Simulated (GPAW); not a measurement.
The B K edge of atom 5 in Fe2B (I4/mcm), with 2 B at 2.12 Å and 8 Fe at 2.18 Å (10-fold, site symmetry 422), was computed in 2 ways: excited-electron core hole (neutral cell) and no core hole. Program and functional: GPAW, LDA, Gaussian full width 0.9 eV up to 4 eV, rising linearly to 3.5 eV at 25 eV; cells of 6 and 18 atoms (the run without a hole in the smaller).

Each run is counted from its own lowest empty level or Fermi level and scaled to a mean of 1 over its first 20 eV.

```
E (eV)  run 1  run 2
  -2.0   0.00   0.00
  -1.5   0.00   0.00
  -1.0   0.00   0.00
  -0.5   0.06   0.04
   0.0   0.37   0.20
   0.5   0.78   0.39
   1.0   1.01   0.47
   1.5   1.23   0.63
   2.0   1.43   0.67
   2.5   1.64   0.73
   3.0   1.55   0.97
   3.5   1.25   0.81
   4.0   1.46   0.79
   4.5   1.96   0.91
   5.0   2.23   1.14
   5.5   1.84   1.48
   6.0   1.37   1.61
   6.5   1.26   1.41
   7.0   1.16   1.20
   7.5   0.96   1.17
   8.0   0.92   1.23
   8.5   1.09   1.13
   9.0   1.26   1.03
   9.5   1.36   1.21
  10.0   1.43   1.64
  10.5   1.42   2.03
  11.0   1.22   2.15
  11.5   0.88   1.95
  12.0   0.59   1.55
  12.5   0.45   1.14
  13.0   0.44   0.86
  13.5   0.46   0.75
  14.0   0.47   0.74
  14.5   0.45   0.74
  15.0   0.42   0.72
  15.5   0.41   0.66
  16.0   0.44   0.60
  16.5   0.50   0.57
  17.0   0.59   0.59
  17.5   0.66   0.64
  18.0   0.70   0.70
  18.5   0.71   0.75
  19.0   0.69   0.80
  19.5   0.66   0.83
  20.0   0.61   0.84
  20.5   0.56   0.83
  21.0   0.50   0.79
  21.5   0.45   0.73
  22.0   0.41   0.65
  22.5   0.39   0.57
  23.0   0.39   0.50
  23.5   0.41   0.47
  24.0   0.44   0.46
  24.5   0.49   0.48
  25.0   0.54   0.52
  25.5   0.58   0.57
  26.0   0.61   0.62
  26.5   0.63   0.67
  27.0   0.64   0.70
  27.5   0.64   0.72
  28.0   0.64   0.73
  28.5   0.63   0.73
  29.0   0.62   0.73
  29.5   0.62   0.73
  30.0   0.61   0.73
  30.5   0.60   0.73
  31.0   0.59   0.72
  31.5   0.56   0.71
  32.0   0.53   0.69
```

The database entry behind the starting cell differs from later determinations by our own check (0.1 to 0.3 % short, probably kX units), so it need not match the best structure at ambient conditions.

Question: Which run is which?

Run 1: excited-electron core hole (neutral cell) (area from −2 to 6 eV 8.8, main maxima 2.7 eV (1.68), 5.0 eV (2.23), 10.3 eV (1.44) and 18.4 eV (0.71)). Run 2: no core hole (area from −2 to 6 eV 5.0, main maxima 3.0 eV (0.97), 5.9 eV (1.62), 8.0 eV (1.23) and 10.9 eV (2.15)). With each curve scaled to its own mean, the area from −2 to 6 eV with the hole is 8.8 against 5.0, and the centre of weight from −1 to 20 eV moves by -1.7 eV: the hole pulls the absorber's empty states down.

[Banner, clock and machine lines of the logs are left out without a mark of their own.]

[Logs are printed without paths, hosts, clocks, repeated set-up lines and the standing remarks that a program may print on its own settings, such as how far it seeks lower states.]

[Hosts, paths, dates, database ids (printed as entryN), source tags and the programs' standing remarks are cut or masked in the printed files.]

[Lists of maxima count a maximum above −3 eV only where it reaches 4 % of the highest in the window and stands out from its surroundings by 2 % of it (1.5 % where it reaches 55 %); shoulders and weaker maxima are passed over, and of the rest the first, up to two pre-edge ones and the few strongest are named.]
